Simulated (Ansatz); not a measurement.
# ScPt (Pm-3m): from the cell to its phonons, part 2 of 2

Wanted: vibrations and spectra of ScPt (Pm-3m); the cell is already relaxed. After the zone centre comes a 4×4×4 q mesh on a 16×16×16 k mesh.

Ansatz 0.2.0; DFT PBEsol, scalar-relativistic, plane waves, PAW; PAW set soft_1.

So far. Step 2 (Linear response at the zone centre): Before it was imposed, the acoustic sum rule was missed by 6.0e-5 eV/Å². Small misses are needed for a sound result but don't prove that mesh and cutoff are converged. The lowest optical mode is real, 168 cm⁻¹.

### 3. Response at finite wavevector

Stability and thermal properties need the whole zone. Linear response on a 4×4×4 q mesh gives force constants as far as a supercell of that size would.

Contents of input.yaml:

```yaml
crystal:
  lattice:
    - [3.2589427399, 0.0, 0.0]
    - [0.0, 3.2589427399, 0.0]
    - [0.0, 0.0, 3.2589427399]
  atoms:
    - { symbol: Sc, position: [0.5, 0.5, 0.5] }
    - { symbol: Pt, position: [0.0, 0.0, 0.0] }
kpoints:
  mp_grid: { grid: [16, 16, 16] }
hamiltonian:
  xc: pbesol
  pseudopotentials: { kind: paw, azcp: { folder: soft_1 }, xc_functional: pbe }
scf:
  occupations: { method: methfessel_paxton, width: 0.2 }
output:
  eigenvalues: true
phonons:
  method: dfpt
  qmesh: [4, 4, 4]
  temperatures: { t_max: 1000, t_step: 50 }
  qpath:
    path:
      - [[0.0, 0.0, 0.0], [0.0, 0.5, 0.0], [0.5, 0.5, 0.0], [0.0, 0.0, 0.0], [0.5, 0.5, 0.5], [0.0, 0.5, 0.0]]
      - [[0.5, 0.5, 0.5], [0.5, 0.5, 0.0]]
    npoints: 10
```

The run is started by

```bash
$ ansatz run input.yaml --threads 4 --pin off --max-ram 10240MiB --backend cpu --events-out ev --progress --plain --runs-dir out
```

Numbers of over 12 decimals in the logs are rounded to 6 here.

Log:

```text
[...]
Crystal: 2 atoms, lattice volume = 34.612 Å³
Basis set: ecut = 420 eV, 691 PW (Γ), exchange–correlation on 48×48×48 points (8 copies of the dense FFT grid, shifted against one another)
Bands: 19, of which v1, the nominal top of the filled ones, is band 15 counted from 1 (14 counted from 0)
Symmetry: 48 space group operations
k-points: 165 of 4096
[...]
SCF iter   1: F=—  HF=-14504.351201 eV  |F-HF|=—  |Δ(HF+E_count)|=         —  Δρ=2.98e-1  dr2=5.62e1  ethr=3.10e-3  ⟨swp⟩=4.6  Hψ=25334  notcnv=0
[...]
SCF iter  11: F=-14499.176354 eV  HF=-14499.176354 eV  |F-HF|=3.64e-12  |Δ(HF+E_count)|=  2.04e-10  S|Δr|=    0.00e0  Δρ=1.08e-7  dr2=4.67e-12  ethr=1.00e-12  ⟨swp⟩=8.6  Hψ=18981  notcnv=0
SCF 1 converged in 11 iterations: F = -14499.176354 eV  dr2 = 4.67e-12
[...]
phonons: the bands overlap, so this run is a metal and interpolates without the dipole-dipole term. If the crystal is really an insulator or semiconductor, its LO-TO splitting is missing
NSCF: frozen V_eff on 165 k-points
WARN: eigensolver did not converge in 16 slots of this pass, the one above among them; of largest residual over every band (k=53): 1 band(s) unlocked (lowest unlocked band 22, counted from 0; max residual 1.70e-3 eV among the unlocked bands, 1.70e-3 eV over every band); of lowest unlocked band (k=10): band 22
[...]
DFPT response loops at q = (0, 0, 0) (fractional): preconditioner auto → Kerker (q_TF=auto, 2.649 Å⁻¹) (partly filled bands, converged f_vac=0.000); β = 1.00, the filter's whole step (`scf.mixing.beta` (0.50) is not read by the response loops under this deck's `scf.mixing.preconditioner`; to damp them name `kerker` or `kerker_dos`, under which they read `scf.mixing.beta`, and type it under 1.00, their step now; both keys bind the ground state too); Broyden in place of MSR1
[...]
SCF converged after 11 iterations
[...]
Free energy (F): -14499.176354 eV
[...]
Internal energy: -14499.177540 eV  (E = F + TS)
E sigma→0 (E₀):  -14499.176650 eV
Entropy (-TS):   0.001187 eV (0.593 meV/atom)
Fermi energy:    17.178444 eV
[...]
--- Band table (eV; the first three rows and the last of 165) ---
  k-point 0: bands = [... 11 lower, 14.3006, 14.3006, 14.3006, 18.6541, 18.6541, 20.7065, 20.7065, 20.7065, ... 4 higher]
  k-point 1: bands = [... 11 lower, 14.2841, 14.2841, 14.3145, 18.5976, 18.6686, 20.5419, 20.5419, 20.6781, ... 4 higher]
  k-point 2: bands = [... 11 lower, 14.2377, 14.2377, 14.3549, 18.4354, 18.6958, 20.1507, 20.1507, 20.5970, ... 4 higher]
  k-point 164: bands = [... 11 lower, 15.6231, 15.6231, 15.7338, 15.7338, 15.7338, 20.2526, 20.9394, 20.9394, ... 4 higher]
--- Phonons (Γ-DFPT): 2 representative perturbations + reference (Σ response iterations 6) ---
  ASR residual: 5.839e-5 → 0.000e0 eV/Å²; symmetrization residual: 3.615e-6 eV/Å²
  ASR residual per site (eV/Å²): 5.84e-5 1.58e-6
  Γ frequencies (cm⁻¹): 0.00 0.00 0.00 168.48 168.48 168.48
--- Phonons (arbitrary-q DFPT): 10 irreducible q on the 4×4×4 mesh ---
  q = [0.0000, 0.0000, 0.0000] (star 1, of the zone-centre solve; hermiticity 1.90e-6, symmetrization 1.47e-12): -0.00 0.00 0.00 168.48 168.48 168.48
  q = [0.0000, 0.0000, 0.2500] (star 6, 4 solved perturbations in 4032 linear systems a pass and spin channel, the states on 1296 of 4096 k-point pairs; hermiticity 3.47e-7, symmetrization 2.97e-13): 53.12 53.12 67.20 162.85 162.85 245.97
[...]
q = [0.0000, 0.2500, -0.5000] (star 12, 6 solved perturbations on 1296 of 4096 k-point pairs; hermiticity 7.92e-7, symmetrization 5.39e-14): 40.45 55.47 68.86 157.67 203.70 271.32
[...]
sum rule: each row above includes the acoustic sum rule's correction from the zone centre's row sums; it moved no ω² by more than (0.59 cm⁻¹)²
  mesh force constants: q→R imaginary residual 2.01e-18; ASR residual 5.839e-5 → 0.000e0 eV/Å²; symmetrization residual 2.665e-15 eV/Å²
  interpolated dispersion: 62 rows × 6 modes
  density of states and harmonic sums: on the 20×20×20 q-mesh, interpolated from the force constants of a 4×4×4 supercell (no non-analytic term)
  largest difference from the sums on the solved wave vectors: F 8.34e-3 eV, S 1.21e-5 and C_V 3.75e-6 eV/K
  zero-point energy: 0.049316 eV/cell   skipped modes (ω ≤ 0): 5, of them read as no rigid motion or as one in doubt: 2 (3.000e-3 modes/cell left out, lowest -4.05 cm⁻¹)   left out of the sums: 5.62e-4 of the cell's modes: C_V's classical limit lies that fraction below 3 k_B per atom; for a crystal, a wire or a layer, F and S can be off by more, and a phonons.interpolated_qmesh denser along its periods is the remedy for the sampling
```

Run time: 10 min. Hardware: 4 threads of Arm Neoverse V1, shared host; peak memory 3.9 GiB.

This step gave:

```
sum-rule residual before enforcement                    : 5.84e-5 eV/Å²
lowest frequency on the path                            : -4.051 cm⁻¹
highest frequency on the path or at a solved wavevector : 318.8 cm⁻¹
lowest mode on the q mesh (acoustic modes at Γ apart)   : 20.85 cm⁻¹
```

Frequencies (cm⁻¹) solved at each irreducible wavevector; negative means imaginary. Frequencies by wavevector, by row:

| q in reciprocal lattice units | star | mode 1 | mode 2 | mode 3 | mode 4 | mode 5 | mode 6 |
| --- | --- | --- | --- | --- | --- | --- | --- |
| 0 0 0 | 1 | 0 | 0 | 0 | 168.5 | 168.5 | 168.5 |
| 0 0 0.25 | 6 | 53.1 | 53.1 | 67.2 | 162.8 | 162.8 | 246 |
| 0 0 -0.5 | 3 | 66.5 | 66.5 | 97.7 | 155.9 | 155.9 | 318.8 |
| 0 0.25 0.25 | 12 | 20.9 | 62.5 | 78.2 | 159.7 | 204.8 | 237.4 |
| 0 0.25 -0.5 | 12 | 40.5 | 55.5 | 68.9 | 157.7 | 203.7 | 271.3 |
| 0 -0.5 -0.5 | 3 | 34.6 | 34.6 | 34.6 | 160.1 | 240.7 | 240.7 |
| 0.25 0.25 0.25 | 8 | 47.6 | 47.6 | 68.9 | 208.8 | 208.8 | 225.9 |
| 0.25 0.25 -0.5 | 12 | 36.7 | 47.9 | 64.7 | 202.9 | 211.1 | 257.8 |
| 0.25 -0.5 -0.5 | 6 | 28.5 | 51.2 | 51.2 | 211.6 | 248.6 | 248.6 |
| -0.5 -0.5 -0.5 | 1 | 48 | 48 | 48 | 256.2 | 256.2 | 256.2 |

Interpolated from a 4×4×4 q mesh. Phonon branches along the path, in cm⁻¹:

| point | branch 1 | branch 2 | branch 3 | branch 4 | branch 5 | branch 6 |
| --- | --- | --- | --- | --- | --- | --- |
| Γ | 0 | 0 | 0 | 168 | 168 | 168 |
| halfway | 53 | 53 | 67 | 163 | 163 | 246 |
| X | 66 | 66 | 98 | 156 | 156 | 319 |
| halfway | 40 | 56 | 69 | 158 | 204 | 271 |
| M | 35 | 35 | 35 | 160 | 241 | 241 |
| halfway | 21 | 62 | 78 | 160 | 205 | 237 |
| Γ | 0 | 0 | 0 | 168 | 168 | 168 |
| halfway | 48 | 48 | 69 | 209 | 209 | 226 |
| R | 48 | 48 | 48 | 256 | 256 | 256 |
| halfway | 37 | 48 | 65 | 203 | 211 | 258 |
| X | 66 | 66 | 98 | 156 | 156 | 319 |
| jump to R | 48 | 48 | 48 | 256 | 256 | 256 |
| halfway | 28 | 51 | 51 | 212 | 249 | 249 |
| M | 35 | 35 | 35 | 160 | 241 | 241 |

The phonon branches as a text plot (rows in cm⁻¹):

```
    312 |      ***                                      **
    299 |         *                                    *
    285 |     *    *                                  *
    272 |    *                                       *
    258 |           *                        ********     **
    245 |   *        ********               *    **        ******
    231 |            **  *   *          ****      **        *
    218 |           *     *** *        * **        *         *
    204 |  *                 * *     ** *           *
    191 |          *          ***   *  *             *
    178 |**       *             ** ****               *       *
    164 |******  *  ****************                   **      **
    151 |      *****                                     *
    137 |
    124 |
    110 |
     97 |      ***                                      **
     83 |     *   **         **      ***               *
     70 |   ** ***         **  *    *   *           *** **
     56 |   ***   ****   ****** *        **      *** ***   ***
     43 |  *       * ** **     *   *   ****************   **  **
     30 | **        *********   **  ***                     *****
     16 |*                   **  * *
      3 |                      ****
         Γ      X      M          Γ            R        X|R     M
```

Tetrahedra on a 20×20×20 mesh, mean over bins of 5 cm-1. Interpolated from a 4×4×4 q mesh. Phonon density of states against wavenumber; read off at these points:

wavenumber (cm⁻¹), phonon density of states (1/cm⁻¹/cell) and a bar:
```
       -2     0.0001 
       12     0.0019 #
       28     0.0131 ####
       42     0.0653 ######################
       48     0.0882 ##############################
       58     0.0717 ########################
       72     0.0258 #########
       78     0.0419 ##############
       88     0.0056 ##
      102     0.0000 
      118     0.0000 
      132     0.0000 
      148     0.0000 
      162     0.0459 ################
      168     0.0412 ##############
      182     0.0237 ########
      198     0.0209 #######
      212     0.0188 ######
      228     0.0198 #######
      242     0.0355 ############
      248     0.0470 ################
      258     0.0147 #####
      272     0.0070 ##
      288     0.0041 #
      302     0.0023 #
      318     0.0002
```

The partial phonon density of states has structure finer than the step of the table below, so its rows give means over 10 cm⁻¹, whole bins alone (the curve runs from -14.2 to 337 cm⁻¹). Peaks (cm⁻¹: height): Pt 49.9: 0.0843, 78.6: 0.0350; Sc 162.6: 0.0478, 173.6: 0.04, 189.1: 0.0369, 204.6: 0.0312, 246.6: 0.0440.

Phonopy on the run's constants, 17x17x17 mesh, Gaussian sigma 2.5 cm-1. Interpolated from a 4×4×4 q mesh. The partial phonon density of states by wavenumber; means over each step; values in 1/cm⁻¹/cell:

| wavenumber (cm⁻¹) | Pt | Sc |
| --- | --- | --- |
| 0 | 3.6e-4 | 6.9e-5 |
| 10 | 0.00106 | 1.8e-4 |
| 20 | 0.00499 | 6.7e-4 |
| 30 | 0.0261 | 0.00151 |
| 40 | 0.0604 | 0.00209 |
| 50 | 0.0778 | 0.00192 |
| 60 | 0.0604 | 0.00180 |
| 70 | 0.0282 | 9.2e-4 |
| 80 | 0.0256 | 5.5e-4 |
| 90 | 0.00458 | 1.6e-4 |
| 100 | 4.6e-4 | 8.9e-6 |
| 110 | 1.0e-7 | 0 |
| 120 | 0 | 0 |
| 130 | 0 | 0 |
| 140 | 0 | 0 |
| 150 | 2.8e-5 | 0.00206 |
| 160 | 0.00116 | 0.0342 |
| 170 | 0.00220 | 0.0325 |
| 180 | 0.00126 | 0.0179 |
| 190 | 0.00128 | 0.0253 |
| 200 | 8.5e-4 | 0.0178 |
| 210 | 6.4e-4 | 0.0175 |
| 220 | 5.7e-4 | 0.0194 |
| 230 | 4.8e-4 | 0.0207 |
| 240 | 5.7e-4 | 0.0304 |
| 250 | 5.1e-4 | 0.0366 |
| 260 | 1.9e-4 | 0.0144 |
| 270 | 8.3e-5 | 0.00772 |
| 280 | 4.0e-5 | 0.00531 |
| 290 | 2.4e-5 | 0.00397 |
| 300 | 9.6e-6 | 0.00257 |
| 310 | 6.0e-7 | 0.00147 |
| 320 | 0 | 3.1e-4 |
| 330 | 0 | 5.5e-7 |

Second derivatives of the energy by pair, one row for each kind of neighbour of each atom listed. Each entry sums the pair over the periodic images of the supercell that the q mesh stands for, and in a polar crystal it holds the long-range dipole part too. Force constants by pair, by row:

| atom | neighbour | distance (Å) | third of the trace (eV/Å²) | along the pair's line (eV/Å²) |
| --- | --- | --- | --- | --- |
| Sc1 | itself | 0 | 7.507 | – |
| Sc1 | Pt | 2.822 | -0.4478 | -1.426 |
| Sc1 | Sc | 3.259 | -0.4088 | -1.769 |
| Sc1 | Sc | 4.609 | -0.0168 | -0.2881 |
| Sc1 | Pt | 5.404 | -0.0143 | -0.0236 |
| Sc1 | Sc | 5.645 | -0.1451 | -0.3821 |
| Sc1 | Sc | 6.518 | 0.0565 | 0.0688 |
| Sc1 | Pt | 7.103 | 0.0022 | 0.0052 |
| Sc1 | Sc | 7.287 | 0.0067 | 0.0016 |
| Pt2 | itself | 0 | 3.011 | – |
| Pt2 | Sc | 2.822 | -0.4478 | -1.426 |
| Pt2 | Pt | 3.259 | 0.2756 | -0.1754 |
| Pt2 | Pt | 4.609 | -0.0249 | -0.1587 |
| Pt2 | Sc | 5.404 | -0.0143 | -0.0236 |
| Pt2 | Pt | 5.645 | -0.0778 | -0.1826 |
| Pt2 | Pt | 6.518 | 0.0042 | 0.4187 |
| Pt2 | Sc | 7.103 | 0.0022 | 0.0052 |
| Pt2 | Pt | 7.287 | -6.00e-4 | 0.0143 |

Symmetry leaves 10 wavevectors to solve. The lowest mode among them, the acoustic zeros apart, lies at q = (0, 0.25, 0.25) and is real, 20.9 cm⁻¹.

### 4. Outcome

| Property | Result |
| --- | --- |
| space group (within 0.01 Å) | Pm-3m |
| volume per atom | 17.3 Å³ |
| electronic character | no gap on this mesh |
| highest optical mode at the zone centre (no LO-TO term) | 168 cm⁻¹ |
| lowest optical zone-centre mode | 168 cm⁻¹ |
| lowest mode on the q mesh (acoustic modes at Γ apart) | 20.9 cm⁻¹ |
| highest frequency on the path or at a solved wavevector | 319 cm⁻¹ |
| imaginary modes on the 4×4×4 q mesh | none |

**Reading.** No mode is imaginary at the 10 irreducible wavevectors solved, but between them the interpolated path dips to 4.1i cm⁻¹, so stability is not settled. The optical modes at Γ form one degenerate level at 168 cm⁻¹. The highest mode in this list at Γ, 168.5 cm⁻¹, is mostly motion of Sc (81 % of the kinetic energy). With no gap, or one that is small against the smearing, the frequencies hang on the k mesh and the smearing, most of all near Kohn anomalies. The phonon runs are without spin polarisation, although the cell has an odd electron count. Spin-orbit coupling is left out, which can matter for the heavy elements here. The PAW files were made for PBE and serve the other functionals too. A phonon run warned that its eigensolver left some bands unconverged in a pass. These are harmonic frequencies at zero temperature: anharmonic shifts, linewidths and thermal expansion are left out.

[Logs are printed without paths, hosts, clocks, repeated set-up lines and the standing remarks that a program may print on its own settings, such as how far it seeks lower states.]

[Hosts, paths, dates, database ids (printed as entryN), source tags and the programs' standing remarks are cut or masked in the printed files.]
